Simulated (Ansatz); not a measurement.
# Lattice dynamics of AgHPt (built on the sites of a database entry of LiHPd)

Wanted: phonon frequencies of AgHPt (built on the sites of a database entry of LiHPd) and what follows from them.

Program: Ansatz 0.2.0. Level of theory: DFT r2SCAN, scalar-relativistic, plane waves, PAW. Results are calculated unless marked as measured.

The structure was built from a prototype and need not be the compound's stable phase.

## (1) The starting structure

It takes space group P4/mmm (No. 123, tetragonal). The conventional cell has a = 2.893 Å, b = 2.893 Å, c = 4.064 Å, α = 90.00°, β = 90.00°, γ = 90.00°. Ag has 2 H at 2.03 Å nearest. H has 2 Ag at 2.03 Å and 4 Pt at 2.05 Å nearest. Nearest to Pt lie 4 H at 2.05 Å. Farther neighbours are not listed.

## (2) Relaxation

Harmonic phonons are second derivatives at a point where the forces vanish, and they are wanted at zero stress, so atoms and cell are relaxed first.

input.yaml

```yaml
crystal:
  lattice:
    - [2.89324, 0.0, 0.0]
    - [0.0, 2.89324, 0.0]
    - [0.0, 0.0, 4.06413]
  atoms:
    - { symbol: Ag, position: [0.5, 0.5, 0.5] }
    - { symbol: H, position: [0.5, 0.5, 0.0] }
    - { symbol: Pt, position: [0.0, 0.0, 0.0] }
kpoints:
  mp_grid: { grid: [14, 14, 10] }
hamiltonian:
  xc: r2scan
scf:
  occupations: { method: gaussian, width: 0.1 }
output:
  forces: true
  stress: true
  eigenvalues: true
relax:
  adjacent_minimum: "off"
  f_tol: 0.005
  max_steps: 80
  cell: { stress_tol: 0.05 }
```

Command:

```console
> ansatz run input.yaml --threads 8 --pin off --max-ram 14336MiB --backend cpu --events-out ev --progress --plain --runs-dir out
```

Numbers of over 12 decimals in the logs are rounded to 6 here.

Log:

```text
Engine: ansatz 0.2.0, aarch64-unknown-linux-gnu
Pseudopotentials: kind: paw
Pseudopotential: Ag, paw, valence charge 19, recommended cutoff 500 eV (meta_gga), Ag.paw.azcp
Pseudopotential: H, paw, valence charge 1, recommended cutoff 500 eV (meta_gga), H.paw.azcp
Pseudopotential: Pt, paw, valence charge 18, recommended cutoff 500 eV (meta_gga), Pt.paw.azcp
Functional definition: r2SCAN
  parameter k0 = 0.174
  parameter k1 = 0.065
  parameter a1 = 4.9479
  exchange = r2scan_x(k0 = k0, k1 = k1, a1 = a1)
  correlation = r2scan_c
Crystal: 3 atoms, lattice volume = 34.020 Å³
Basis set: ecut = 500 eV, 855 PW (Γ), exchange–correlation on 96×96×120 points (64 copies of the dense FFT grid, shifted against one another)
Bands: 23, of which v1, the nominal top of the filled ones, is band 19 counted from 1 (18 counted from 0)
Symmetry: 16 space group operations
Space group: P4/mmm (ITA 123), of the structure as read, at distance tolerance 3.2e-5 Å
k-points: 216 of 1960
Non-local potential: Ag, projectors of the file, l = 0: 3, l = 1: 2, l = 2: 2, l = 3: 1
Non-local potential: H, projectors of the file, l = 0: 2, l = 1: 1
Non-local potential: Pt, projectors of the file, l = 0: 3, l = 1: 2, l = 2: 2, l = 3: 1
PAW form: soft (Blöchl's): semilocal exchange-correlation on the pseudo side does not see the compensation charge
PAW frozen core: Ag, regenerated for the run's functional (the file was generated under x = pbe(κ = 0.804, μ = 0.219515), c = pbe(β = 0.066725))
PAW frozen core: Pt, regenerated for the run's functional (the file was generated under x = pbe(κ = 0.804, μ = 0.219515), c = pbe(β = 0.066725))
PAW one-centre angular grid: Ag, 590 points (default); XC on 160 Gauss nodes
PAW one-centre angular grid: H, 302 points (default); XC on 160 Gauss nodes
PAW one-centre angular grid: Pt, 590 points (default); XC on 160 Gauss nodes
Initial density: superposition of atomic densities (neutral atoms: chi_scale 0, normalization atom), corrected by the library's trained network
Initial wavefunctions: pseudopotential atomic-orbital guess
Functional: x = r2scan, c = r2scan; τ floored in thin density (d = 2e-4 eV/Å³)
SCF iter   1: F=—  HF=-20156.447918 eV  |F-HF|=—  |Δ(HF+E_count)|=         —  Δρ=1.69e-2  dr2=8.87e-2  dr2_τ=1.25e-2  ethr=1.77e-3  ⟨swp⟩=5.2  Hψ=18917  notcnv=0
preconditioner: auto → Kerker (q_TF=auto, 2.779 Å⁻¹)  [metal: Δε(μ)=0.076 eV  Ē_g=10.629 eV  σ=0.100 eV  W_gap=0.41  n_scr=14 (ndim 8)  ℏωp=29.9 eV  f_vac=0.000  D(μ)=0.28/eV (n_scr^D=0)]
SCF iter   2: F=—  HF=-20156.433728 eV  |F-HF|=—  |Δ(HF+E_count)|=   1.42e-2  Δρ=8.12e-3  dr2=1.66e-2  dr2_τ=2.21e-3  ethr=2.34e-4  ⟨swp⟩=2.3  Hψ=8146  notcnv=0  defer=11
SCF iter   3: F=—  HF=-20156.434701 eV  |F-HF|=—  |Δ(HF+E_count)|=   9.73e-4  Δρ=2.59e-3  dr2=1.80e-3  dr2_τ=7.13e-5  ethr=4.38e-5  ⟨swp⟩=2.2  Hψ=6383  notcnv=0  defer=11
SCF iter   4: F=—  HF=-20156.435065 eV  |F-HF|=—  |Δ(HF+E_count)|=   3.64e-4  Δρ=6.24e-4  dr2=1.80e-4  dr2_τ=6.29e-6  ethr=4.74e-6  ⟨swp⟩=2.1  Hψ=6916  notcnv=0  defer=11
SCF iter   5: F=—  HF=-20156.435105 eV  |F-HF|=—  |Δ(HF+E_count)|=   4.01e-5  Δρ=3.65e-4  dr2=4.63e-5  dr2_τ=4.35e-6  ethr=4.73e-7  ⟨swp⟩=2.0  Hψ=7293  notcnv=0  defer=11
SCF iter   6: F=—  HF=-20156.435116 eV  |F-HF|=—  |Δ(HF+E_count)|=   1.11e-5  Δρ=1.22e-4  dr2=6.78e-6  dr2_τ=2.06e-7  ethr=1.22e-7  ⟨swp⟩=2.1  Hψ=7194  notcnv=0  defer=11
SCF iter   7: F=—  HF=-20156.435117 eV  |F-HF|=—  |Δ(HF+E_count)|=   5.10e-7  Δρ=4.63e-5  dr2=6.62e-7  dr2_τ=3.64e-8  ethr=1.79e-8  ⟨swp⟩=2.0  Hψ=8053  notcnv=0  defer=11
SCF iter   8: F=-20156.435117 eV  HF=-20156.435117 eV  |F-HF|=1.64e-8  |Δ(HF+E_count)|=   2.07e-7  Δρ=1.00e-5  dr2=2.72e-8  dr2_τ=1.40e-9  ethr=2.63e-10  ⟨swp⟩=6.2  Hψ=20944  notcnv=0
SCF 1 converged in 8 iterations: F = -20156.435117 eV  dr2 = 2.72e-8
  greatest PAW one-centre occupation: 1.001 electrons in one spin orbital (limit 2), on the Ag atom at site 0 (counted from 0), in its partial waves of l = 1
relax step   1: F+E_penalty+E_count = -20156.43511683 eV  Δ(F+E_penalty+E_count) = +0.000e0 eV  max|allowed force component| = 4.634e-28 eV/Å  Δτ_max = 0.0000 Å  P = +5.381 GPa  Ω = 34.020 Å³  (8 SCF iters, dr2 threshold 1.00e-7 eV, accepted)
Crystal: 3 atoms, lattice volume = 35.446 Å³
Basis set: ecut = 500 eV, 919 PW (Γ), exchange–correlation on 96×96×120 points (64 copies of the dense FFT grid, shifted against one another)
Initial density: handed on by an earlier stage of this run
Initial wavefunctions: those handed on with the density
iter 1 solved again at ethr=4.41e-5 eV; its pass at ethr=3.10e-3 eV (dr2=1.67e-2 eV) is discarded
SCF iter   1: F=—  HF=-20156.352995 eV  |F-HF|=—  |Δ(HF+E_count)|=         —  Δρ=7.11e-3  dr2=1.71e-2  dr2_τ=2.29e-1  ethr=4.41e-5  ⟨swp⟩=2.0  Hψ=25893  notcnv=0
preconditioner: auto → Kerker (q_TF=auto, 2.760 Å⁻¹)  [metal: Δε(μ)=0.041 eV  Ē_g=10.255 eV  σ=0.100 eV  W_gap=0.22  n_scr=14 (ndim 8)  ℏωp=29.3 eV  f_vac=0.000  D(μ)=0.37/eV (n_scr^D=0)]
SCF iter   2: F=—  HF=-20156.545812 eV  |F-HF|=—  |Δ(HF+E_count)|=   1.93e-1  Δρ=3.08e-3  dr2=2.31e-3  dr2_τ=8.16e-4  ethr=4.41e-5  ⟨swp⟩=2.0  Hψ=9722  notcnv=0
SCF iter   3: F=—  HF=-20156.545897 eV  |F-HF|=—  |Δ(HF+E_count)|=   8.55e-5  Δρ=1.78e-3  dr2=6.16e-4  dr2_τ=5.05e-5  ethr=6.09e-6  ⟨swp⟩=1.2  Hψ=5448  notcnv=0
SCF iter   4: F=—  HF=-20156.546005 eV  |F-HF|=—  |Δ(HF+E_count)|=   1.08e-4  Δρ=3.38e-4  dr2=4.52e-5  dr2_τ=3.07e-6  ethr=1.62e-6  ⟨swp⟩=2.1  Hψ=7411  notcnv=0
SCF iter   5: F=—  HF=-20156.546014 eV  |F-HF|=—  |Δ(HF+E_count)|=   9.15e-6  Δρ=1.19e-4  dr2=7.23e-6  dr2_τ=2.63e-7  ethr=1.19e-7  ⟨swp⟩=2.0  Hψ=7273  notcnv=0
SCF iter   6: F=—  HF=-20156.546015 eV  |F-HF|=—  |Δ(HF+E_count)|=   6.78e-7  Δρ=4.73e-5  dr2=1.26e-6  dr2_τ=1.96e-8  ethr=1.90e-8  ⟨swp⟩=2.3  Hψ=6822  notcnv=0
SCF iter   7: F=-20156.546015 eV  HF=-20156.546015 eV  |F-HF|=1.66e-7  |Δ(HF+E_count)|=   9.44e-8  Δρ=2.04e-5  dr2=2.45e-7  dr2_τ=1.70e-8  ethr=7.89e-10  ⟨swp⟩=5.1  Hψ=19848  notcnv=0
SCF 2 converged in 7 iterations: F = -20156.546015 eV  dr2 = 2.45e-7
relax step   2: F+E_penalty+E_count = -20156.54601497 eV  Δ(F+E_penalty+E_count) = -1.109e-1 eV  max|allowed force component| = 1.264e-29 eV/Å  Δτ_max = 0.0000 Å  P = -1.663 GPa  Ω = 35.446 Å³  energy of the carried Pulay correction = -7.993e-4 eV  (7 SCF iters, dr2 threshold 3.00e-7 eV, accepted)
Crystal: 3 atoms, lattice volume = 34.777 Å³
Basis set: ecut = 500 eV, 857 PW (Γ), exchange–correlation on 96×96×120 points (64 copies of the dense FFT grid, shifted against one another)
iter 1 solved again at ethr=2.96e-5 eV; its pass at ethr=3.10e-3 eV (dr2=1.13e-2 eV) is discarded
SCF iter   1: F=—  HF=-20156.374936 eV  |F-HF|=—  |Δ(HF+E_count)|=         —  Δρ=6.41e-3  dr2=1.10e-2  dr2_τ=2.98e-1  ethr=2.96e-5  ⟨swp⟩=1.9  Hψ=27282  notcnv=0
preconditioner: auto → Kerker (q_TF=auto, 2.769 Å⁻¹)  [metal: Δε(μ)=0.008 eV  Ē_g=10.476 eV  σ=0.100 eV  W_gap=0.05  n_scr=14 (ndim 8)  ℏωp=29.5 eV  f_vac=0.000  D(μ)=0.45/eV (n_scr^D=2)]
SCF iter   2: F=—  HF=-20156.618084 eV  |F-HF|=—  |Δ(HF+E_count)|=   2.43e-1  Δρ=3.43e-3  dr2=2.12e-3  dr2_τ=2.79e-4  ethr=2.90e-5  ⟨swp⟩=2.0  Hψ=9937  notcnv=0
SCF iter   3: F=—  HF=-20156.618218 eV  |F-HF|=—  |Δ(HF+E_count)|=   1.35e-4  Δρ=1.49e-3  dr2=3.21e-4  dr2_τ=5.85e-5  ethr=5.59e-6  ⟨swp⟩=2.1  Hψ=7001  notcnv=0
SCF iter   4: F=—  HF=-20156.618311 eV  |F-HF|=—  |Δ(HF+E_count)|=   9.30e-5  Δρ=5.47e-4  dr2=6.52e-5  dr2_τ=4.64e-6  ethr=8.44e-7  ⟨swp⟩=2.8  Hψ=7718  notcnv=0
SCF iter   5: F=—  HF=-20156.618318 eV  |F-HF|=—  |Δ(HF+E_count)|=   6.06e-6  Δρ=1.44e-4  dr2=7.07e-6  dr2_τ=2.71e-7  ethr=1.72e-7  ⟨swp⟩=2.2  Hψ=7285  notcnv=0
SCF iter   6: F=—  HF=-20156.618319 eV  |F-HF|=—  |Δ(HF+E_count)|=   1.57e-6  Δρ=5.92e-5  dr2=1.68e-6  dr2_τ=4.50e-8  ethr=1.86e-8  ⟨swp⟩=2.1  Hψ=6857  notcnv=0
SCF iter   7: F=-20156.618319 eV  HF=-20156.618319 eV  |F-HF|=6.96e-8  |Δ(HF+E_count)|=   5.71e-8  Δρ=2.36e-5  dr2=2.72e-7  dr2_τ=7.84e-9  ethr=7.89e-10  ⟨swp⟩=2.9  Hψ=18819  notcnv=0
the search or the solves at the SCF's close seem to have found levels that the self-consistency loop had missed (the run counts 1). By its estimate they hold under 1e-12 electrons; where the run keeps them, the occupations were computed again with them
SCF 3 converged in 7 iterations: F = -20156.618319 eV  dr2 = 2.72e-7
relax step   3: F+E_penalty+E_count = -20156.61831897 eV  Δ(F+E_penalty+E_count) = -7.230e-2 eV  max|allowed force component| = 1.091e-29 eV/Å  Δτ_max = 0.0000 Å  P = +3.342 GPa  Ω = 34.777 Å³  energy of the carried Pulay correction = -3.636e-4 eV  (7 SCF iters, dr2 threshold 3.00e-7 eV, accepted)
[...]
relax step   4: F+E_penalty+E_count = -20156.62788229 eV  Δ(F+E_penalty+E_count) = -9.563e-3 eV  max|allowed force component| = 4.191e-30 eV/Å  Δτ_max = 0.0000 Å  P = +0.816 GPa  Ω = 35.373 Å³  energy of the carried Pulay correction = -6.972e-4 eV  (7 SCF iters, dr2 threshold 3.00e-7 eV, accepted)
[...]
relax step   5: F+E_penalty+E_count = -20156.62872722 eV  Δ(F+E_penalty+E_count) = -8.449e-4 eV  max|allowed force component| = 1.972e-30 eV/Å  Δτ_max = 0.0000 Å  P = -0.007 GPa  Ω = 35.604 Å³  energy of the carried Pulay correction = -8.236e-4 eV  (5 SCF iters, dr2 threshold 3.00e-7 eV, accepted)
[...]
relax step   6: F+E_penalty+E_count = -20156.62873140 eV  Δ(F+E_penalty+E_count) = -4.179e-6 eV  max|allowed force component| = 8.415e-30 eV/Å  Δτ_max = 0.0000 Å  P = +0.001 GPa  Ω = 35.609 Å³  energy of the carried Pulay correction = -8.256e-4 eV  (5 SCF iters, dr2 threshold 7.74e-9 eV, accepted)
[...]
relax step   7: F+E_penalty+E_count = -20156.63092253 eV  Δ(F+E_penalty+E_count) = -2.191e-3 eV  max|allowed force component| = 8.554e-30 eV/Å  Δτ_max = 0.0000 Å  P = +0.024 GPa  Ω = 35.609 Å³  stress off target by 9.36e-2 GPa  SCF on the basis re-selected at this cell (its energy is not comparable with the rows above)  (6 SCF iters)
[...]
relax step   8: F+E_penalty+E_count = -20156.63092459 eV  Δ(F+E_penalty+E_count) = -2.058e-6 eV  max|allowed force component| = 1.078e-29 eV/Å  Δτ_max = 0.0000 Å  P = +0.002 GPa  Ω = 35.622 Å³  energy of the carried Pulay correction = -7.239e-6 eV  (4 SCF iters, dr2 threshold 2.19e-8 eV, accepted)
iter 1 solved again at ethr=9.75e-9 eV; its pass at ethr=3.10e-3 eV (dr2=3.70e-6 eV) is discarded
SCF iter   1: F=—  HF=-20156.630932 eV  |F-HF|=—  |Δ(HF+E_count)|=         —  Δρ=5.37e-6  dr2=5.58e-9  dr2_τ=2.85e-9  ethr=9.75e-9  ⟨swp⟩=4.3  Hψ=35577  notcnv=0
preconditioner: auto → Kerker (q_TF=auto, 2.758 Å⁻¹)  [metal: Δε(μ)=0.024 eV  Ē_g=10.284 eV  σ=0.100 eV  W_gap=0.13  n_scr=16 (ndim 8)  ℏωp=29.2 eV  f_vac=0.000  D(μ)=0.64/eV (n_scr^D=2)]
SCF iter   2: F=—  HF=-20156.630933 eV  |F-HF|=—  |Δ(HF+E_count)|=   3.94e-7  Δρ=3.44e-6  dr2=2.32e-9  dr2_τ=1.78e-10  ethr=1.47e-11  ⟨swp⟩=2.1  Hψ=8070  notcnv=0
SCF iter   3: F=—  HF=-20156.630933 eV  |F-HF|=—  |Δ(HF+E_count)|=   2.42e-9  Δρ=4.71e-7  dr2=5.83e-11  dr2_τ=1.19e-11  ethr=6.10e-12  ⟨swp⟩=2.0  Hψ=7333  notcnv=0
SCF iter   4: F=-20156.630933 eV  HF=-20156.630933 eV  |F-HF|=0.00e0  |Δ(HF+E_count)|=  7.64e-11  Δρ=1.77e-7  dr2=1.31e-11  dr2_τ=3.76e-13  ethr=1.00e-12  ⟨swp⟩=6.1  Hψ=22144  notcnv=0
SCF 9 converged in 4 iterations: F = -20156.630933 eV  dr2 = 1.31e-11
relax step   9: F+E_penalty+E_count = -20156.63093266 eV  Δ(F+E_penalty+E_count) = -8.076e-6 eV  max|allowed force component| = 1.080e-29 eV/Å  Δτ_max = 0.0000 Å  P = +0.002 GPa  Ω = 35.622 Å³  stress off target by 5.39e-3 GPa  SCF on the basis re-selected at this cell (its energy is not comparable with the rows above)  (4 SCF iters)
basis re-selected at this cell: Δ(F+E_penalty+E_count) = -8.076e-6 eV, ΔP = -0.000 GPa vs the last step (what re-selecting the basis moved, of the pressure what is left beyond the Pulay correction that the steps carried, after the strain that the cell walked since its last selection, with what the two solves' SCF thresholds leave and, on support functions, any second-order correction that the steps lacked; it is no m [...]
SCF converged after 4 iterations
Free energy (F): -20156.630933 eV
Harris-Foulkes:  -20156.630933 eV  (|F-HF|=0.00e0)
Internal energy: -20156.627726 eV  (E = F + TS)
E sigma→0 (E₀):  -20156.629329 eV
Entropy (-TS):   -0.003207 eV (-1.069 meV/atom)
Fermi energy:    18.328670 eV
--- Per-component energies (eV) ---
  E_band       = -452.724637
  E_kinetic    = 1180.717995
  E_local      = -3893.924202  (includes V_loc(G=0)·N_el)
  E_nonlocal   = 286.380938
  E_hartree    = 1636.768006
  E_xc         = -437.608420
  E_vxc        = -613.257370  (∫ρ·V_xc dr)
  E_paw        = -13404.050761  (= ΣΔE_a)
  E_vpaw       = -727.360439  (= ΣTr[D̂ρ^β])
  E_aug_tail   = 0.000081  (compensation charges beyond the density's cutoff)
  E_vtau       = 41.182363  (kinetic-family band-sum trace: ∫τ·v_τ [+ j·A + Jᵃ·Aᵃ] dr)
  E_ewald      = -5524.170557
  E_core_change = -0.740805  (= ΣΔE_core)
  E_smearing   = -0.003207  (= −TS)
  E_closure    = -0.000000  (closes the sum)
  Σ components = -20156.630933   (vs F -20156.630933, Δ=0.00e0)
--- Forces (eV/Å), atoms counted from 1 ---
  atom   1  Ag    -0.00000000     0.00000000     0.00000000
  atom   2  H      0.00000000    -0.00000000     0.00000000
  atom   3  Pt    -0.00000000    -0.00000000     0.00000000
  max |Σ_I F_I| component: 1.49e-29 eV/Å
--- Stress (GPa, compression-positive) ---
       -0.000110      -0.000000      -0.000000
       -0.000000      -0.000110       0.000000
       -0.000000       0.000000       0.005389
  P = ⅓ Tr σ = 0.0017 GPa (0.017 kbar)
--- Band table (eV; the first three rows and the last of 216) ---
  k-point 0: bands = [... 15 lower, 14.9822, 17.0539, 17.0539, 17.2376, 18.1767, 22.1556, 29.4789, 29.9635]
  k-point 1: bands = [... 15 lower, 14.9845, 17.0037, 17.0037, 17.2343, 17.6644, 22.8155, 29.4358, 30.1122]
  k-point 2: bands = [... 15 lower, 14.9904, 16.6832, 16.8698, 16.8698, 17.2257, 24.2160, 29.3620, 30.5361]
  k-point 215: bands = [... 15 lower, 15.7409, 16.2779, 18.7664, 23.3294, 23.3294, 24.4784, 25.4078, 25.4506]
--- Relaxed structure (7 steps of the walk, 7 accepted, 2 SCFs on fresh bases) ---
  F+E_penalty+E_count = -20156.63093266 eV   max|allowed force component| = 1.080e-29 eV/Å   (the final SCF, on the basis selected at the relaxed cell)
  cell:  # Å, volume = 35.6221 Å³
    - [2.793471, 0, 0]
    - [0, 2.793471, 0]
    - [0, 0, 4.564901]
  atoms:
    - { symbol: Ag, position: [0.5, 0.5, 0.500000] }
    - { symbol: H, position: [0.5, 0.5, 0] }
    - { symbol: Pt, position: [0, 0, 0] }
```

Run time: 21 s. Hardware: 8 threads of Arm Neoverse V2, shared host; peak memory 0.63 GiB.

Step by step:

```
step  energy less that of the first step (eV)  largest force component (eV/Å)  pressure (GPa)  volume (Å³)
   1                                   0.0000                          0.0000            5.38        34.02
   2                                  -0.1109                          0.0000           -1.66        35.45
   3                                  -0.1832                          0.0000            3.34        34.78
   4                                  -0.1928                          0.0000            0.82        35.37
   5                                  -0.1936                          0.0000           -0.01        35.60
   6                                  -0.1936                          0.0000            0.00        35.61
  7*                                  -0.1958                          0.0000            0.02        35.61
   8                                  -0.1958                          0.0000            0.00        35.62
  9*                                  -0.1958                          0.0000            0.00        35.62
```

Relaxation steps marked * repeat the geometry before them on a plane-wave basis chosen anew for their cell, so energy and pressure can jump there.

The run keeps the 16 symmetry operations that it works with, so distortions that break them were not tested.

```
     cell as run  before  after   change
           a (Å)   2.893  2.793   -3.4 %
           b (Å)   2.893  2.793   -3.4 %
           c (Å)   4.064  4.565  +12.3 %
volume (Å³/atom)   11.34  11.87   +4.7 %
```

Final coordinates:

```
Ag H Pt
1.0
     2.79347    0.00000    0.00000
     0.00000    2.79347    0.00000
     0.00000    0.00000    4.56490
Ag H Pt
1 1 1
Direct
  0.50000 0.50000 0.50000
  0.50000 0.50000 0.00000
  0.00000 0.00000 0.00000
```

This step gave:

* pressure: 0.001723 GPa
* volume per atom: 11.87 Å³
* gap on the k-mesh: 0 eV

In this step the volume went from 11.34 to 11.87 Å³/atom.

## (3) Tight relaxation

Phonons need a cell at rest on their own settings, so the relaxation is repeated with tight tolerances on forces and stress on the k mesh and occupations of the first response run.

input.yaml

```yaml
crystal:
  lattice:
    - [2.7934713063, 0.0, 0.0]
    - [0.0, 2.7934713063, 0.0]
    - [0.0, 0.0, 4.5649009195]
  atoms:
    - { symbol: Ag, position: [0.5, 0.5, 0.5] }
    - { symbol: H, position: [0.5, 0.5, 0.0] }
    - { symbol: Pt, position: [0.0, 0.0, 0.0] }
kpoints:
  mp_grid: { grid: [16, 16, 12] }
hamiltonian:
  xc: r2scan
scf:
  occupations: { method: methfessel_paxton, width: 0.2 }
output:
  forces: true
  stress: true
  eigenvalues: true
relax:
  adjacent_minimum: "off"
  f_tol: 0.001
  max_steps: 60
  cell: { stress_tol: 0.01 }
```

Log:

```text
[...]
Crystal: 3 atoms, lattice volume = 35.622 Å³
Basis set: ecut = 500 eV, 865 PW (Γ), exchange–correlation on 96×96×144 points (64 copies of the dense FFT grid, shifted against one another)
Bands: 23, of which v1, the nominal top of the filled ones, is band 19 counted from 1 (18 counted from 0)
Symmetry: 16 space group operations
[...]
k-points: 315 of 3072
[...]
k-point 314: bands = [... 15 lower, 15.7375, 16.2601, 18.7519, 23.3073, 23.3073, 24.4823, 25.4128, 25.4291]
--- Relaxed structure (4 steps of the walk, 3 accepted, 1 SCFs on fresh bases) ---
[...]
cell:  # Å, volume = 35.6487 Å³
    - [2.791204, 0.0, 0.0]
    - [0.0, 2.791204, 0.0]
    - [0.0, 0.0, 4.575737]
  atoms:
    - { symbol: Ag, position: [0.5, 0.5, 0.500000] }
    - { symbol: H, position: [0.5, 0.5, 0.0] }
    - { symbol: Pt, position: [0, 0, 0.0] }
[key lines of the parts left out:]
SCF converged after 7 iterations
Free energy (F): -20156.629958 eV
Fermi energy:    18.321337 eV
P = ⅓ Tr σ = -0.0003 GPa (-0.003 kbar)
```

Wall time 17 s (8 threads); peak memory 0.69 GiB.

Relaxation path:

```
step  energy less that of the first step (eV)  largest force component (eV/Å)  pressure (GPa)  volume (Å³)
   1                                   0.0000                          0.0000            0.00        35.62
   2                                  -0.0001                          0.0000           -0.08        35.66
   3                                  -0.0001                          0.0000            0.13        35.62
   4                                  -0.0001                          0.0000            0.00        35.65
  5*                                  -0.0001                          0.0000            0.00        35.65
```

Relaxation steps marked * repeat the geometry before them on a plane-wave basis chosen anew for their cell, so energy and pressure can jump there. Relaxation step 3 was tried and not accepted.

The run keeps the 16 symmetry operations that it works with, so distortions that break them were not tested.

```
conventional cell, symmetrised  before  after  change
                         a (Å)   2.793  2.791  -0.1 %
                         b (Å)   2.793  2.791  -0.1 %
                         c (Å)   4.565  4.576  +0.2 %
              volume (Å³/atom)   11.87  11.88  +0.1 %
```

Final coordinates:

```
Ag H Pt
1.0
     2.79120    0.00000    0.00000
     0.00000    2.79120    0.00000
     0.00000    0.00000    4.57574
Ag H Pt
1 1 1
Direct
  0.50000 0.50000 0.50000
  0.50000 0.50000 0.00000
  0.00000 0.00000 0.00000
```

This step gave:

```
pressure        : -2.77e-4 GPa
volume per atom : 11.88 Å³
```

The forces vanish by symmetry and the pressure is 0.000 GPa, within the tolerances set. The cell now holds 11.88 Å³/atom.

(Part 1 of 2 ends here.)

[Logs are printed without paths, hosts, clocks, repeated set-up lines and the standing remarks that a program may print on its own settings, such as how far it seeks lower states.]

[Hosts, paths, dates, database ids (printed as entryN), source tags and the programs' standing remarks are cut or masked in the printed files.]
